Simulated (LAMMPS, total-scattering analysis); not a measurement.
# Mo27V51Cr22: density against pressure

Simulated by classical molecular dynamics (LAMMPS) with the 2NN MEAM potential (Wang, Kwon, Kim and Lee, npj Comput. Mater. 9, 60 (2023)); about 600 atoms, sampled at 2770 K, each a liquid, cooled at 200 K/ps. The potential was fitted to solid alloys and has no magnetism.

| pressure (GPa) | density (g/cm³) |
| --- | --- |
| 0 | 6.602 |
| 3 | 6.804 |
| 10 | ? |
| 25 | 7.769 |

**Task.** Fit a straight line to the known rows, say what its slope means, and predict the withheld row.

The means are x̄ = 9.3333 and ȳ = 7.0583. Σ(x − x̄)(y − ȳ) = 17.004 and Σ(x − x̄)² = 372.67, so the slope is 0.04563 and the intercept 6.6325. The residuals are -0.030, +0.035, -0.004.

The fitted line rises by 1.141 g/cm³ over the range; the table's ends differ by 1.167.

At 10 GPa the line gives 7.089; the run gave 7.174, a miss of -0.085, 7 % of the range covered. With all rows in view, the slope between neighbours runs 0.0673, 0.0529, 0.0397: it shrinks steadily, so the relation is curved and a line is only a first account.
